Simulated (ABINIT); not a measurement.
# Quasiparticle gap of PbIF (P4/nmm) in ABINIT, part 3 of 3

How does a plane-wave GW calculation on PbIF (P4/nmm) run from the first input to the gap?

ABINIT 10.8.3; LDA and many-body steps on it, plane waves. Known limits of the many-body steps: not at the basis limit; no spin-orbit coupling; coarse k mesh.

So far. Step 3 (Bands along the symmetry lines): The gap is 1.560 eV, as in the run before at this level. Step 4 (Empty states on the mesh, 2×2×1 mesh, 164 bands): On this mesh the gap is 2.304 eV. The earlier step found 1.560 eV, so this mesh misses an edge.

## (5) Screening, 2×2×1 mesh, 150 bands, screening to 106.1 eV

The RPA dielectric matrix is built and inverted for each q.

This step: RPA screening on LDA, plane waves, norm-conserving pseudopotentials.

run.abi

```
acell 3*1.0 Angstrom
rprim 
  4.237400000000 0.000000000000 0.000000000000
  0.000000000000 4.237400000000 0.000000000000
  0.000000000000 0.000000000000 8.800000000000
ntypat 3
znucl 82 53 9
natom 6
typat 1 1 2 2 3 3
xred 
  0.500000000000 0.000000000000 0.163920000000
  0.000000000000 0.500000000000 0.836080000000
  0.500000000000 0.000000000000 0.662970000000
  0.000000000000 0.500000000000 0.337030000000
  0.000000000000 0.000000000000 0.000000000000
  0.500000000000 0.500000000000 0.000000000000
pp_dirpath "pseudos"
pseudos "Pb.upf, I.upf, F.upf"
ecut 36
ngkpt 2 2 1
nshiftk 1
shiftk 0 0 0
kptopt 1
chksymbreak 0
istwfk *1
occopt 1
irdwfk 1
optdriver 3
nband 150
ecuteps 3.9
inclvkb 2
awtr 1
symchi 1
indata_prefix "in"
outdata_prefix "out"
tmpdata_prefix "tmp"
```

On the command line:

```
$ OMP_NUM_THREADS=1 mpirun -n 8 abinit run.abi > log
```

Numbers of over 12 decimals in the logs are rounded to 6 here.

Log:

```text
.Version 10.8.3 of ABINIT. v10.8.2 released Aug 2026.

 Symmetries : space group P4/n m m (#129); Bravais tP (primitive tetrag.)
[... echo of the input left out ...]
== DATASET  1 ==================================================================
-   mpi_nproc: 8, omp_nthreads: 1 (-1 if OMP is not activated)

--- !DatasetInfo
iteration_state: {dtset: 1, }
dimensions: {natom: 6, nkpt: 3, mband: 150, nsppol: 1, nspinor: 1, nspden: 1, mpw: 11032, }
cutoff_energies: {ecut:  36.0, pawecutdg:  -1.0, }
electrons: {nelect:   9.20000000E+01, charge:   0.00000000E+00, occopt:   1.00000000E+00, tsmear:   1.00000000E-02, }

 SCREENING: Calculation of the susceptibility and dielectric matrices

 Based on a program developped by R.W. Godby, V. Olevano, G. Onida, and L. Reining.
 Incorporated in ABINIT by V. Olevano, G.-M. Rignanese, and M. Torrent.
.Using double precision arithmetic ; gwpc =  8

[... cell and pseudopotentials left out ...]
--------------------------------------------------------------------------------

 ==== K-mesh for the wavefunctions ====
 Number of points in the irreducible wedge :     3
[... list of points left out ...]
 Together with 16 symmetry operations and time-reversal symmetry
 yields     4 points in the full Brillouin Zone.

 ==== Q-mesh for the screening function ====
 Number of points in the irreducible wedge :     3
[... list of points left out ...]
 Together with 16 symmetry operations and time-reversal symmetry
 yields     4 points in the full Brillouin Zone.

 setmesh: FFT mesh size selected  =    30x   30x   60
          total number of points  =        54000

 vcoul_init : cutoff-mode = AUXILIARY_FUNCTION
 q-points for optical limit:   1
     1)      0.000010    0.000020    0.000030

- screening: taking advantage of time-reversal symmetry
- Maximum band index for partially occupied states nbvw = 46
- Remaining bands to be divided among processors   nbcw = 104
- Number of bands treated by each node ~13

 Number of electrons calculated from density =   92.0000; Expected =   92.0000
 average of density, n =  0.086280
 r_s =    1.4039
 omega_plasma =   28.3342 [eV]

 calculating chi0 at frequencies [eV] :
  1    0.000000E+00    0.000000E+00
  2    0.000000E+00    2.833416E+01

--------------------------------------------------------------------------------
  q-point number  1        q = ( 0.000000, 0.000000, 0.000000) [r.l.u.]
--------------------------------------------------------------------------------
[... chi0 elements left out ...]
 For q-point:  0.000010 0.000020 0.000030
  dielectric constant =   7.1904
  dielectric constant without local fields =   8.3031

  Average fulfillment of the sum rule on Im[epsilon] for q-point    1 :     49.85  [%]
[... wings left out ...]
  q-point number  2        q = ( 0.500000, 0.000000, 0.000000) [r.l.u.]
--------------------------------------------------------------------------------
[... chi0 elements left out ...]
  Average fulfillment of the sum rule on Im[epsilon] for q-point    2 :     51.76  [%]

 [... 1 further q-points ...]
```

Elapsed: 24 s, on 8 MPI ranks of AMD EPYC 9B14 (Zen 4), shared host; peak memory 2.7 GiB.

Numbers from this step:

```
ε∞ with local fields, on this mesh, along the program's q direction : 7.190
the same without local fields                                       : 8.303
plasma frequency                                                    : 28.33 eV
plane waves in the screening matrix                                 : 387
```

Local fields lower ε∞ by 13 %. On a Γ-centred mesh this coarse the value itself is usually too large, while a short band sum pulls it down.

## (6) Self-energy, 2×2×1 mesh, 150 bands, screening to 106.1 eV

The self-energy is evaluated for the states that the input lists, and the levels follow from it, in one-shot runs by the linearised quasiparticle equation.

This step: G0W0 on LDA, plane waves, norm-conserving pseudopotentials.

run.abi, as its differences from that of step 5:

```diff
@@ -27,8 +27,15 @@
 irdwfk 1
-optdriver 3
+optdriver 4
 nband 150
+gwcalctyp 0
+ecutsigx 36
+symsigma 1
+nkptgw 1
+kptgw 
+  0.0000000000 0.0000000000 0.0000000000
+bdgw 
+  44 48
 ecuteps 3.9
-inclvkb 2
-awtr 1
-symchi 1
+irdscr 1
+ppmodel 1
 indata_prefix "in"
```

Log:

```text
.Version 10.8.3 of ABINIT. v10.8.2 released Aug 2026.

 Symmetries : space group P4/n m m (#129); Bravais tP (primitive tetrag.)
[... echo of the input left out ...]
== DATASET  1 ==================================================================
-   mpi_nproc: 8, omp_nthreads: 1 (-1 if OMP is not activated)

--- !DatasetInfo
iteration_state: {dtset: 1, }
dimensions: {natom: 6, nkpt: 3, mband: 150, nsppol: 1, nspinor: 1, nspden: 1, mpw: 11032, }
cutoff_energies: {ecut:  36.0, pawecutdg:  -1.0, }
electrons: {nelect:   9.20000000E+01, charge:   0.00000000E+00, occopt:   1.00000000E+00, tsmear:   1.00000000E-02, }

 SIGMA: Calculation of the GW corrections

 Based on a program developped by R.W. Godby, V. Olevano, G. Onida, and L. Reining.
 Incorporated in ABINIT by V. Olevano, G.-M. Rignanese, and M. Torrent.
.Using double precision arithmetic ; gwpc =  8

[... cell and pseudopotentials left out ...]
--------------------------------------------------------------------------------

 ==== K-mesh for the wavefunctions ====
 Number of points in the irreducible wedge :     3
[... list of points left out ...]
 Together with 16 symmetry operations and time-reversal symmetry
 yields     4 points in the full Brillouin Zone.

 ==== Q-mesh for screening function ====
 Number of points in the irreducible wedge :     3
[... list of points left out ...]
 Together with 16 symmetry operations and time-reversal symmetry
 yields     4 points in the full Brillouin Zone.

 vcoul_init : cutoff-mode = AUXILIARY_FUNCTION
 q-points for optical limit:   1
     1)      0.000010    0.000020    0.000030
 setmesh: FFT mesh size selected  =    48x   48x   96
          total number of points  =       221184

 Number of electrons calculated from density =   92.0000; Expected =   92.0000
 average of density, n =  0.086280
 r_s =    1.4039
 omega_plasma =   28.3342 [eV]

 === KS Band Gaps ===
  >>>> For spin  1
   Minimum direct gap =   2.3039 [eV], located at k-point      :   0.0000  0.0000  0.0000
   Fundamental gap    =   2.3039 [eV], Top of valence bands at :   0.0000  0.0000  0.0000
                                       Bottom of conduction at :   0.0000  0.0000  0.0000
 SIGMA fundamental parameters:
 PLASMON POLE MODEL  1
 number of plane-waves for SigmaX                10921
 number of plane-waves for SigmaC and W            387
 number of plane-waves for wavefunctions         10921
 number of bands                                   150
 number of independent spin polarizations            1
 number of spinorial components                      1
 number of k-points in IBZ                           3
 number of q-points in IBZ                           3
 number of symmetry operations                      16
 number of k-points in BZ                            4
 number of q-points in BZ                            4
 number of frequencies for dSigma/dE                 9
 frequency step for dSigma/dE [eV]                0.25
 number of omega for Sigma on real axis              0
 max omega for Sigma on real axis  [eV]           0.00
 zcut for avoiding poles [eV]                     0.10

 EPSILON^-1 parameters (SCR file):
 dimension of the eps^-1 matrix on file            387
 dimension of the eps^-1 matrix used               387
 number of plane-waves for wavefunctions         10921
 number of bands                                   150
 number of q-points in IBZ                           3
 number of frequencies                               2
 number of real frequencies                          1
 number of imag frequencies                          1

 matrix elements of self-energy operator (all in [eV])

 Perturbative Calculation

--- !SelfEnergy_ee
iteration_state: {dtset: 1, }
kpoint     : [   0.000,    0.000,    0.000, ]
spin       : 1
KS_gap     :    2.304
QP_gap     :    4.018
Delta_QP_KS:    1.714
data: !SigmaeeData |
     Band     E0 <VxcDFT>   SigX SigC(E0)      Z dSigC/dE  Sig(E)    E-E0       E
       44   3.248 -12.717 -16.419   2.672   0.801  -0.248 -13.542  -0.825   2.423
       45   3.248 -12.717 -16.419   2.672   0.801  -0.248 -13.542  -0.825   2.423
       46   3.769 -12.924 -16.294   2.440   0.805  -0.242 -13.673  -0.749   3.021
       47   6.073 -11.287  -6.771  -3.340   0.821  -0.217 -10.322   0.965   7.038
       48   7.312 -11.388  -6.838  -3.339   0.817  -0.224 -10.398   0.989   8.301

== END DATASET(S) ==============================================================
================================================================================

 -outvars: echo values of variables after computation  --------
           etotal      0.0000000000E+00
            nband         150
             nkpt           3
          spgroup         129
 [... the other variables as echoed above ...]

 Calculation completed.
```

Elapsed: 7.6 s, on 8 MPI ranks; peak memory 1.5 GiB.

This step gave:

- G0W0 gap on the points computed: 4.017 eV
- starting gap on the mesh: 2.304 eV
- k of the valence top: 0, 0, 0
- k of the conduction bottom: 0, 0, 0
- Z at the valence top: 0.805
- Z at the conduction bottom: 0.821
- least direct G0W0 gap on the computed points: 4.017 eV

The gap on the mesh goes from 2.30 eV to 4.02 eV, a correction of +1.71 eV. The start differs from the 1.56 eV found before because the two sample other k points.

Limits: finite bands, cutoff and mesh; no spin-orbit coupling; coarse k mesh. v1 is the top filled band, c1 the lowest empty one. The levels before and after the correction (eV, zero at the valence-band top of each column):

```
           conduction bottom  valence top
Kohn-Sham               2.30         0.00
     G0W0               4.02         0.00
```

```
             level  energy (eV)
Kohn-Sham  Γ v3-v2       -0.521
Kohn-Sham     Γ v1        0.000
Kohn-Sham     Γ c1        2.304
Kohn-Sham     Γ c2        3.542
     G0W0  Γ v3-v2       -0.598
     G0W0     Γ v1        0.000
     G0W0     Γ c1        4.017
     G0W0     Γ c2        5.280
```

## (7) Where the time went

Times are wall times on the hardware named with each run, good to a factor of about two.

```
                          step   time  share  memory (GiB)
                  ground state   48 s   23 %          0.96
bands along the symmetry lines   65 s   32 %           1.1
      empty states on the mesh   60 s   29 %          0.42
                     screening   24 s   12 %           2.7
                   self-energy  7.6 s    4 %           1.5
```

## (8) Summary of results

| Item | Value |
| --- | --- |
| LDA gap | 1.56 eV, direct |
| G0W0 gap on the mesh | 4.02 eV |
| G0W0 gap over the zone (rigid shift) | 3.27 eV |
| GW settings | 2×2×1 mesh, 150 bands, screening to 106.1 eV, Godby-Needs plasmon pole |
| known limits | not at the basis limit; no spin-orbit coupling; coarse k mesh |

**Reading.** G0W0 moves the gap on the mesh from 2.30 eV to 4.02 eV (+1.71 eV), with Z of 0.81 and 0.82 at the edges. The mesh misses the band edges by 0.74 eV in all; a rigid shift gives 3.27 eV for the zone. Local fields lower the RPA ε∞ on this mesh from 8.30 to 7.19; a Γ-centred mesh this coarse tends to raise both, most where the direct gap is narrow, while a short band sum lowers them. Only 1 of the mesh's irreducible points was corrected, so a valley elsewhere could overtake. Bands and cutoff are finite, so the gap is not at the basis limit. The miss can reach some tenths of an eV and take either sign; the mesh is an error of its own. In the G0W0 run levels were corrected at 1 k point alone, so a gap called «on the mesh» is the least over those, and an edge elsewhere would be missed. A denser mesh or path gives a starting gap of 1.56 eV: the GW mesh misses a band edge, so its gaps are not the fundamental one. The 2×2×1 mesh is coarse for this cell, which bears on the long-range parts of exchange and screening. Where an edge is built on 6p states of lead, bismuth or thallium, scalar-relativistic gaps usually stand too wide, by a few tenths to over one eV. The many-body steps are scalar-relativistic: spin-orbit coupling is not in them.

[Paths, hosts, dates, memory and timing lines, banners, echoed tables and standing remarks are left out of the program output.]

[Logs are printed without paths, hosts, clocks, repeated set-up lines and the standing remarks that a program may print on its own settings, such as how far it seeks lower states.]

[Runs of the session that timed out or met a known fault of the program may be left out.]

[Hosts, paths, dates, database ids (printed as entryN), source tags and the programs' standing remarks are cut or masked in the printed files.]

[G0W0 gaps are taken among the corrected bands and points alone; a level outside them can change the order at an edge.]

[Where Ansatz stands beside ABINIT at settings called matched, ABINIT's density can come from a denser mesh and the files from another edition; pairs whose starting gaps differed by over 0.03 eV were left out, so agreement reads better than it is.]
